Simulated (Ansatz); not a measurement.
# CsIn (built on the sites of a database entry of NaB): a soft mode frozen in, part 2 of 3

Wanted: the energy along a soft mode of CsIn (built on the sites of a database entry of NaB) and the structure at the end.

Ansatz 0.2.0; DFT PBEsol, scalar-relativistic, plane waves, PAW.

So far, highest frequency on the path or at a solved wavevector (cm⁻¹): step 2 (the dispersion) 65.9. Also lowest frequency on the path (cm⁻¹): step 2 -51.2.

The structure was built from a prototype and need not be the compound's stable phase.

**6. Relaxing from the distorted cell**

Starting from the lowest point found, all atoms and the cell are let go, so that strain and other modes of the same symmetry can join in.

The input, input.yaml:

```yaml
crystal:
  lattice:
    - [0.0, -3.8663539638, -3.8663539638]
    - [0.0, 3.8663539638, -3.8663539638]
    - [7.7327079276, 0.0, 0.0]
  atoms:
    - { symbol: Cs, position: [0.5852233325, 0.5430171081, 0.5] }
    - { symbol: Cs, position: [-0.0852233325, 0.9569828919, 0.0] }
    - { symbol: In, position: [0.4020395343, 0.4505537296, 0.0] }
    - { symbol: In, position: [0.0979604657, 0.0494462704, 0.5] }
kpoints:
  mp_grid: { grid: [8, 8, 6] }
hamiltonian:
  xc: pbesol
scf:
  occupations: { method: methfessel_paxton, width: 0.15 }
output:
  forces: true
  stress: true
  eigenvalues: true
relax:
  adjacent_minimum: "off"
  f_tol: 0.002
  max_steps: 120
  cell: { stress_tol: 0.03 }
```

The run is started by

```bash
$ ansatz run input.yaml --threads 4 --pin off --max-ram 7168MiB --backend cpu --events-out ev --progress --plain --runs-dir out
```

Numbers of over 12 decimals in the logs are rounded to 6 here.

What it wrote:

```text
[...]
Crystal: 4 atoms, lattice volume = 231.188 Å³
Basis set: ecut = 420 eV, 4501 PW (Γ), exchange–correlation on 80×80×108 points (8 copies of the dense FFT grid, shifted against one another)
Bands: 27, of which v1, the nominal top of the filled ones, is band 22 counted from 1 (21 counted from 0)
Symmetry: 4 space group operations
[...]
k-points: 136 of 384
[...]
SCF iter   1: F=—  HF=-22220.869706 eV  |F-HF|=—  |Δ(HF+E_count)|=         —  Δρ=2.47e-3  dr2=2.25e-2  ethr=1.77e-3  ⟨swp⟩=8.5  Hψ=17263  notcnv=0
[...]
SCF iter   8: F=-22220.863226 eV  HF=-22220.863226 eV  |F-HF|=6.72e-9  |Δ(HF+E_count)|=   3.13e-8  S|Δr|=    0.00e0  Δρ=2.72e-6  dr2=3.29e-8  ethr=2.27e-10  ⟨swp⟩=7.6  Hψ=18173  notcnv=0
SCF 1 converged in 8 iterations: F = -22220.863226 eV  dr2 = 3.29e-8
[...]
relax step   1: F+E_penalty+E_count = -22220.86322638 eV  Δ(F+E_penalty+E_count) = +0.000e0 eV  max|allowed force component| = 1.571e-1 eV/Å  Δτ_max = 0.0000 Å  P = -0.571 GPa  Ω = 231.188 Å³  (8 SCF iters, dr2 threshold 1.00e-7 eV, accepted)
Crystal: 4 atoms, lattice volume = 223.914 Å³
Basis set: ecut = 420 eV, 4353 PW (Γ), exchange–correlation on 80×80×108 points (8 copies of the dense FFT grid, shifted against one another)
[...]
SCF iter   7: F=-22221.010270 eV  HF=-22221.010270 eV  |F-HF|=7.36e-8  |Δ(HF+E_count)|=   2.46e-7  S|Δr|=    0.00e0  Δρ=6.30e-6  dr2=1.90e-7  ethr=9.09e-10  ⟨swp⟩=8.1  Hψ=19312  notcnv=0
SCF 2 converged in 7 iterations: F = -22221.010270 eV  dr2 = 1.90e-7
relax step   2: F+E_penalty+E_count = -22221.01026960 eV  Δ(F+E_penalty+E_count) = -1.470e-1 eV  max|allowed force component| = 1.959e-1 eV/Å  Δτ_max = 0.1696 Å  P = -0.697 GPa  Ω = 223.914 Å³  energy of the carried Pulay correction = +3.449e-4 eV  (7 SCF iters, dr2 threshold 4.00e-7 eV, accepted)
Crystal: 4 atoms, lattice volume = 216.915 Å³
Basis set: ecut = 420 eV, 4237 PW (Γ), exchange–correlation on 80×80×108 points (8 copies of the dense FFT grid, shifted against one another)
[...]
SCF iter   7: F=-22221.138487 eV  HF=-22221.138487 eV  |F-HF|=2.61e-8  |Δ(HF+E_count)|=   1.34e-7  S|Δr|=    0.00e0  Δρ=5.17e-6  dr2=1.27e-7  ethr=9.09e-10  ⟨swp⟩=7.9  Hψ=18764  notcnv=0
SCF 3 converged in 7 iterations: F = -22221.138487 eV  dr2 = 1.27e-7
relax step   3: F+E_penalty+E_count = -22221.13848671 eV  Δ(F+E_penalty+E_count) = -1.282e-1 eV  max|allowed force component| = 1.966e-1 eV/Å  Δτ_max = 0.1303 Å  P = -0.753 GPa  Ω = 216.915 Å³  energy of the carried Pulay correction = +6.940e-4 eV  (7 SCF iters, dr2 threshold 4.00e-7 eV, accepted)
[... from here on, the SCF cycles and remarks between the steps are left out ...]
relax step   4: F+E_penalty+E_count = -22221.26086907 eV  Δ(F+E_penalty+E_count) = -1.224e-1 eV  max|allowed force component| = 1.838e-1 eV/Å  Δτ_max = 0.1143 Å  P = -0.760 GPa  Ω = 209.755 Å³  energy of the carried Pulay correction = +1.070e-3 eV  (7 SCF iters, dr2 threshold 4.00e-7 eV, accepted)
relax step   5: F+E_penalty+E_count = -22221.45259235 eV  Δ(F+E_penalty+E_count) = -1.917e-1 eV  max|allowed force component| = 1.677e-1 eV/Å  Δτ_max = 0.1419 Å  P = -0.624 GPa  Ω = 197.677 Å³  energy of the carried Pulay correction = +1.753e-3 eV  (7 SCF iters, dr2 threshold 4.00e-7 eV, accepted)
relax step   6: F+E_penalty+E_count = -22221.62928643 eV  Δ(F+E_penalty+E_count) = -1.767e-1 eV  max|allowed force component| = 1.508e-1 eV/Å  Δτ_max = 0.1308 Å  P = -0.302 GPa  Ω = 186.702 Å³  energy of the carried Pulay correction = +2.434e-3 eV  (7 SCF iters, dr2 threshold 4.00e-7 eV, accepted)
relax step   7: F+E_penalty+E_count = -22221.78323059 eV  Δ(F+E_penalty+E_count) = -1.539e-1 eV  max|allowed force component| = 1.132e-1 eV/Å  Δτ_max = 0.1307 Å  P = +0.169 GPa  Ω = 179.126 Å³  energy of the carried Pulay correction = +2.942e-3 eV  (7 SCF iters, dr2 threshold 4.00e-7 eV, accepted)
relax step   8: F+E_penalty+E_count = -22221.92105334 eV  Δ(F+E_penalty+E_count) = -1.378e-1 eV  max|allowed force component| = 4.099e-2 eV/Å  Δτ_max = 0.1386 Å  P = +0.759 GPa  Ω = 175.995 Å³  energy of the carried Pulay correction = +3.161e-3 eV  (7 SCF iters, dr2 threshold 4.00e-7 eV, accepted)
relax step   9: F+E_penalty+E_count = -22222.04558569 eV  Δ(F+E_penalty+E_count) = -1.245e-1 eV  max|allowed force component| = 9.487e-2 eV/Å  Δτ_max = 0.0563 Å  P = +0.662 GPa  Ω = 179.737 Å³  energy of the carried Pulay correction = +2.899e-3 eV  (7 SCF iters, dr2 threshold 4.00e-7 eV, accepted)
relax step  10: F+E_penalty+E_count = -22222.15914488 eV  Δ(F+E_penalty+E_count) = -1.136e-1 eV  max|allowed force component| = 1.611e-1 eV/Å  Δτ_max = 0.1075 Å  P = +0.862 GPa  Ω = 184.386 Å³  energy of the carried Pulay correction = +2.585e-3 eV  (8 SCF iters, dr2 threshold 4.00e-7 eV, accepted)
relax step  11: F+E_penalty+E_count = -22222.27387449 eV  Δ(F+E_penalty+E_count) = -1.147e-1 eV  max|allowed force component| = 1.413e-1 eV/Å  Δτ_max = 0.0810 Å  P = +0.146 GPa  Ω = 189.644 Å³  energy of the carried Pulay correction = +2.245e-3 eV  (7 SCF iters, dr2 threshold 4.00e-7 eV, accepted)
relax step  12: F+E_penalty+E_count = -22222.37421109 eV  Δ(F+E_penalty+E_count) = -1.003e-1 eV  max|allowed force component| = 1.143e-1 eV/Å  Δτ_max = 0.0966 Å  P = -0.012 GPa  Ω = 190.432 Å³  energy of the carried Pulay correction = +2.195e-3 eV  (6 SCF iters, dr2 threshold 4.00e-7 eV, accepted)
relax step  13: F+E_penalty+E_count = -22222.42295319 eV  Δ(F+E_penalty+E_count) = -4.874e-2 eV  max|allowed force component| = 4.764e-2 eV/Å  Δτ_max = 0.1294 Å  P = +0.072 GPa  Ω = 186.011 Å³  energy of the carried Pulay correction = +2.479e-3 eV  (7 SCF iters, dr2 threshold 4.00e-7 eV, accepted)
relax step  14: F+E_penalty+E_count = -22222.42648156 eV  Δ(F+E_penalty+E_count) = -3.528e-3 eV  max|allowed force component| = 2.352e-2 eV/Å  Δτ_max = 0.0274 Å  P = -0.094 GPa  Ω = 187.556 Å³  energy of the carried Pulay correction = +2.378e-3 eV  (6 SCF iters, dr2 threshold 1.42e-7 eV, accepted)
relax step  15: F+E_penalty+E_count = -22222.42749177 eV  Δ(F+E_penalty+E_count) = -1.010e-3 eV  max|allowed force component| = 9.427e-3 eV/Å  Δτ_max = 0.0259 Å  P = +0.086 GPa  Ω = 186.517 Å³  energy of the carried Pulay correction = +2.446e-3 eV  (6 SCF iters, dr2 threshold 1.50e-7 eV, accepted)
relax step  16: F+E_penalty+E_count = -22222.42782795 eV  Δ(F+E_penalty+E_count) = -3.362e-4 eV  max|allowed force component| = 3.658e-3 eV/Å  Δτ_max = 0.0088 Å  P = +0.001 GPa  Ω = 187.220 Å³  energy of the carried Pulay correction = +2.400e-3 eV  (6 SCF iters, dr2 threshold 5.44e-8 eV, accepted)
relax step  17: F+E_penalty+E_count = -22222.42784523 eV  Δ(F+E_penalty+E_count) = -1.728e-5 eV  max|allowed force component| = 4.260e-3 eV/Å  Δτ_max = 0.0033 Å  P = -0.003 GPa  Ω = 187.161 Å³  energy of the carried Pulay correction = +2.404e-3 eV  (7 SCF iters, dr2 threshold 8.36e-10 eV, accepted)
relax step  18: F+E_penalty+E_count = -22222.42785455 eV  Δ(F+E_penalty+E_count) = -9.323e-6 eV  max|allowed force component| = 2.297e-3 eV/Å  Δτ_max = 0.0022 Å  P = +0.004 GPa  Ω = 187.180 Å³  energy of the carried Pulay correction = +2.403e-3 eV  (6 SCF iters, dr2 threshold 1.13e-9 eV, accepted)
relax step  19: F+E_penalty+E_count = -22222.42785554 eV  Δ(F+E_penalty+E_count) = -9.871e-7 eV  max|allowed force component| = 3.896e-4 eV/Å  Δτ_max = 0.0009 Å  P = +0.000 GPa  Ω = 187.194 Å³  energy of the carried Pulay correction = +2.402e-3 eV  (5 SCF iters, dr2 threshold 3.30e-10 eV, accepted)
relax step  20: F+E_penalty+E_count = -22222.52068398 eV  Δ(F+E_penalty+E_count) = -9.283e-2 eV  max|allowed force component| = 5.828e-3 eV/Å  Δτ_max = 0.0000 Å  P = +0.674 GPa  Ω = 187.194 Å³  stress off target by 1.92e0 GPa  SCF on the basis re-selected at this cell (its energy is not comparable with the rows above)  (9 SCF iters)
relax step  21: F+E_penalty+E_count = -22222.58989602 eV  Δ(F+E_penalty+E_count) = -6.921e-2 eV  max|allowed force component| = 2.991e-2 eV/Å  Δτ_max = 0.0824 Å  P = +0.712 GPa  Ω = 188.033 Å³  energy of the carried Pulay correction = -4.401e-5 eV  (7 SCF iters, dr2 threshold 4.00e-7 eV, accepted)
relax step  22: F+E_penalty+E_count = -22222.64102845 eV  Δ(F+E_penalty+E_count) = -5.113e-2 eV  max|allowed force component| = 3.628e-2 eV/Å  Δτ_max = 0.0379 Å  P = +0.478 GPa  Ω = 192.391 Å³  energy of the carried Pulay correction = -2.952e-4 eV  (7 SCF iters, dr2 threshold 4.00e-7 eV, accepted)
relax step  23: F+E_penalty+E_count = -22222.66984427 eV  Δ(F+E_penalty+E_count) = -2.882e-2 eV  max|allowed force component| = 7.370e-3 eV/Å  Δτ_max = 0.0174 Å  P = +0.120 GPa  Ω = 199.341 Å³  energy of the carried Pulay correction = -6.810e-4 eV  (5 SCF iters, dr2 threshold 4.00e-7 eV, accepted)
relax step  24: F+E_penalty+E_count = -22222.67372820 eV  Δ(F+E_penalty+E_count) = -3.884e-3 eV  max|allowed force component| = 1.129e-2 eV/Å  Δτ_max = 0.0105 Å  P = -0.013 GPa  Ω = 201.706 Å³  energy of the carried Pulay correction = -8.133e-4 eV  (5 SCF iters, dr2 threshold 2.62e-7 eV, accepted)
relax step  25: F+E_penalty+E_count = -22222.67398641 eV  Δ(F+E_penalty+E_count) = -2.582e-4 eV  max|allowed force component| = 1.526e-3 eV/Å  Δτ_max = 0.0049 Å  P = +0.003 GPa  Ω = 201.440 Å³  energy of the carried Pulay correction = -7.963e-4 eV  (5 SCF iters, dr2 threshold 1.86e-8 eV, accepted)
relax step  26: F+E_penalty+E_count = -22222.67688399 eV  Δ(F+E_penalty+E_count) = -2.898e-3 eV  max|allowed force component| = 2.034e-3 eV/Å  Δτ_max = 0.0000 Å  P = +0.032 GPa  Ω = 201.440 Å³  stress off target by 8.19e-2 GPa  SCF on the basis re-selected at this cell (its energy is not comparable with the rows above)  (6 SCF iters)
relax step  27: F+E_penalty+E_count = -22222.67711237 eV  Δ(F+E_penalty+E_count) = -2.284e-4 eV  max|allowed force component| = 2.991e-4 eV/Å  Δτ_max = 0.0028 Å  P = +0.008 GPa  Ω = 202.025 Å³  energy of the carried Pulay correction = -3.194e-5 eV  (5 SCF iters, dr2 threshold 1.68e-8 eV, accepted)
relax step  28: F+E_penalty+E_count = -22222.67713478 eV  Δ(F+E_penalty+E_count) = -2.240e-5 eV  max|allowed force component| = 2.647e-4 eV/Å  Δτ_max = 0.0016 Å  P = -0.001 GPa  Ω = 202.227 Å³  energy of the carried Pulay correction = -4.288e-5 eV  (7 SCF iters, accepted)
[...]
SCF iter   4: F=-22222.677177 eV  HF=-22222.677177 eV  |F-HF|=0.00e0  |Δ(HF+E_count)|=   1.27e-9  S|Δr|=    0.00e0  Δρ=3.47e-8  dr2=2.72e-12  ethr=1.00e-12  ⟨swp⟩=8.4  Hψ=21171  notcnv=0
SCF 29 converged in 4 iterations: F = -22222.677177 eV  dr2 = 2.72e-12
relax step  29: F+E_penalty+E_count = -22222.67717693 eV  Δ(F+E_penalty+E_count) = -4.215e-5 eV  max|allowed force component| = 2.646e-4 eV/Å  Δτ_max = 0.0000 Å  P = -0.002 GPa  Ω = 202.227 Å³  stress off target by 3.03e-3 GPa  SCF on the basis re-selected at this cell (its energy is not comparable with the rows above)  (4 SCF iters)
[...]
SCF converged after 4 iterations
[...]
Free energy (F): -22222.677177 eV
[...]
Internal energy: -22222.682181 eV  (E = F + TS)
E sigma→0 (E₀):  -22222.678428 eV
Entropy (-TS):   0.005004 eV (1.251 meV/atom)
Fermi energy:    5.318062 eV
[...]
--- Forces (eV/Å), atoms counted from 1 ---
  atom   1  Cs     0.00000000    -0.00026464     0.00023136
  atom   2  Cs     0.00000000     0.00026464    -0.00023136
  atom   3  In     0.00000000     0.00001671    -0.00011331
  atom   4  In     0.00000000    -0.00001671     0.00011331
  max |Σ_I F_I| component: 5.42e-20 eV/Å
--- Stress (GPa, compression-positive) ---
       -0.001532       0.000000       0.000000
        0.000000      -0.002903       0.000595
        0.000000       0.000595      -0.000134
  P = ⅓ Tr σ = -0.0015 GPa (-0.015 kbar)
--- Band table (eV; the first three rows and the last of 136) ---
  k-point 0: bands = [... 18 lower, -1.4222, 2.8280, 4.6378, 4.9462, 5.4225, 5.8977, 7.4136, 7.6360, ... 1 higher]
  k-point 1: bands = [... 18 lower, -1.2437, 2.4251, 4.2797, 4.7145, 5.6618, 6.8563, 6.8832, 7.4427, ... 1 higher]
  k-point 2: bands = [... 18 lower, -0.7191, 1.2745, 4.4131, 4.9547, 5.9293, 6.0530, 6.6361, 7.4102, ... 1 higher]
  k-point 135: bands = [... 18 lower, 0.1994, 0.1994, 4.9748, 4.9748, 5.4998, 5.4998, 7.2376, 7.2376, ... 1 higher]
--- Relaxed structure (26 steps of the walk, 26 accepted, 3 SCFs on fresh bases) ---
  F+E_penalty+E_count = -22222.67717693 eV   max|allowed force component| = 2.646e-4 eV/Å   (the final SCF, on the basis selected at the relaxed cell)
  cell:  # Å, volume = 202.2266 Å³
    - [0.0, -3.206265, -5.274761]
    - [0.0, 3.931979, -6.000475]
    - [5.058277, 0.0, 0.0]
  atoms:
    - { symbol: Cs, position: [0.597902, 0.554272, 0.5] }
    - { symbol: Cs, position: [-0.097902, 0.945728, 0.0] }
    - { symbol: In, position: [0.205589, 0.338759, 0.0] }
    - { symbol: In, position: [0.294411, 0.161241, 0.5] }
```

Wall time 5.2 min (4 threads of Arm Neoverse V2, shared host); peak memory 1 GiB.

Step by step (22 of 29):

| step | energy less that of the first step (eV) | largest force component (eV/Å) | pressure (GPa) | volume (Å³) |
| --- | --- | --- | --- | --- |
| 1 | 0.0000 | 0.1571 | -0.57 | 231.19 |
| 2 | -0.1470 | 0.1959 | -0.70 | 223.91 |
| 4 | -0.3976 | 0.1838 | -0.76 | 209.76 |
| 5 | -0.5894 | 0.1677 | -0.62 | 197.68 |
| 6 | -0.7661 | 0.1508 | -0.30 | 186.70 |
| 8 | -1.0578 | 0.0410 | 0.76 | 175.99 |
| 9 | -1.1824 | 0.0949 | 0.66 | 179.74 |
| 10 | -1.2959 | 0.1611 | 0.86 | 184.39 |
| 12 | -1.5110 | 0.1143 | -0.01 | 190.43 |
| 13 | -1.5597 | 0.0476 | 0.07 | 186.01 |
| 14 | -1.5633 | 0.0235 | -0.09 | 187.56 |
| 16 | -1.5646 | 0.0037 | 0.00 | 187.22 |
| 17 | -1.5646 | 0.0043 | 0.00 | 187.16 |
| 18 | -1.5646 | 0.0023 | 0.00 | 187.18 |
| 20* | -1.6575 | 0.0058 | 0.67 | 187.19 |
| 21 | -1.7267 | 0.0299 | 0.71 | 188.03 |
| 22 | -1.7778 | 0.0363 | 0.48 | 192.39 |
| 24 | -1.8105 | 0.0113 | -0.01 | 201.71 |
| 25 | -1.8108 | 0.0015 | 0.00 | 201.44 |
| 26* | -1.8137 | 0.0020 | 0.03 | 201.44 |
| 28 | -1.8139 | 0.0003 | 0.00 | 202.23 |
| 29* | -1.8140 | 0.0003 | 0.00 | 202.23 |

Relaxation steps marked * repeat the geometry before them on a plane-wave basis chosen anew for their cell, so energy and pressure can jump there. Other such steps can lie between the rows shown.

Forces are held to the 4 operations that the run works with; a distortion that breaks them can't arise in this run.

| cell as run | before | after | change |
| --- | --- | --- | --- |
| a (Å) | 5.468 | 6.173 | +12.9 % |
| b (Å) | 5.468 | 7.174 | +31.2 % |
| c (Å) | 7.733 | 5.058 | -34.6 % |
| γ (°) | 90.00 | 64.53 | -28.3 % |
| volume (Å³/atom) | 57.80 | 50.56 | -12.5 % |

The atoms that moved most (Å, as changes of fractional coordinates times the final cell):

| atom | dx | dy | dz | length |
| --- | --- | --- | --- | --- |
| In4 | 0.000 | -0.190 | -1.707 | 1.718 |
| In3 | 0.000 | 0.190 | 1.707 | 1.718 |
| Cs1 | 0.000 | 0.004 | -0.134 | 0.134 |
| Cs2 | 0.000 | -0.004 | 0.134 | 0.134 |

The relaxed structure:

```xyz
4
Lattice="0.0000 -3.2063 -5.2748 0.0000 3.9320 -6.0005 5.0583 0.0000 0.0000" Properties=species:S:1:pos:R:3 pbc="T T T"
Cs    2.5291    0.2624   -6.4797
Cs    0.0000    4.0325   -5.1584
In    0.0000    0.6728   -3.1171
In    2.5291   -0.3100   -2.5205
```

This step gave:

```yaml
pressure: -0.001523 GPa
volume_per_atom: 50.56 Å³
gap_on_the_k_mesh: 0.1248 eV
```

The distorted start has space group P2_1/m; the relaxation ends in Cmcm.

**7. The new phase in its own primitive cell**

The relaxed structure is symmetrised, reduced to its primitive cell and relaxed tightly, as its phonons need.

input.yaml, the sections that differ from step 6:

```yaml
crystal:
  lattice:
    - [3.0863908858, -6.476716453, 0.0]
    - [3.0863908858, 6.476716453, 0.0]
    - [0.0, 0.0, 5.0582767554]
  atoms:
    - { symbol: Cs, position: [0.3479022067, 0.6520977933, 0.25] }
    - { symbol: Cs, position: [0.6520977933, 0.3479022067, 0.75] }
    - { symbol: In, position: [0.9556591436, 0.0443408564, 0.75] }
    - { symbol: In, position: [0.0443408564, 0.9556591436, 0.25] }
kpoints:
  mp_grid: { grid: [6, 6, 6] }
relax:
  adjacent_minimum: "off"
  f_tol: 0.001
  max_steps: 60
  cell: { stress_tol: 0.01 }
# hamiltonian, scf, output: as in step 6
```

What it wrote:

```text
[...]
Crystal: 4 atoms, lattice volume = 202.227 Å³
Basis set: ecut = 420 eV, 3971 PW (Γ), exchange–correlation on 96×96×72 points (8 copies of the dense FFT grid, shifted against one another)
Bands: 27, of which v1, the nominal top of the filled ones, is band 22 counted from 1 (21 counted from 0)
Symmetry: 8 space group operations
[...]
k-points: 52 of 216
[...]
--- Relaxed structure (2 steps of the walk, 2 accepted, 1 SCFs on fresh bases) ---
[...]
cell:  # Å, volume = 202.2198 Å³
    - [3.086606, -6.476285, 0]
    - [3.086606, 6.476285, 0]
    - [0, 0, 5.058090]
  atoms:
    - { symbol: Cs, position: [0.347900, 0.652100, 0.250000] }
    - { symbol: Cs, position: [0.652100, 0.347900, 0.75] }
    - { symbol: In, position: [0.955635, 0.044365, 0.75] }
    - { symbol: In, position: [0.044365, 0.955635, 0.250000] }
[key lines of the parts left out:]
SCF converged after 4 iterations
Free energy (F): -22222.676723 eV
Fermi energy:    5.322742 eV
P = ⅓ Tr σ = -0.0003 GPa (-0.003 kbar)
```

Wall time 12 s (4 threads); peak memory 0.67 GiB; 44 s of CPU time.

Little changed from the start: no atom moved by 0.005 Å and no cell edge by 0.1 %.

Numbers from this step:

```yaml
pressure: -3.42e-4 GPa
volume_per_atom: 50.55 Å³
gap_on_the_k_mesh: 0.1249 eV
direct_gap_on_mesh: 0.2930 eV
```

The largest force component left is 0.53 meV/Å and the pressure is 0.000 GPa, within the tolerances set. The cell now holds 50.55 Å³/atom.

(Part 2 of 3 ends here.)

[Logs are printed without paths, hosts, clocks, repeated set-up lines and the standing remarks that a program may print on its own settings, such as how far it seeks lower states.]

[Hosts, paths, dates, database ids (printed as entryN), source tags and the programs' standing remarks are cut or masked in the printed files.]
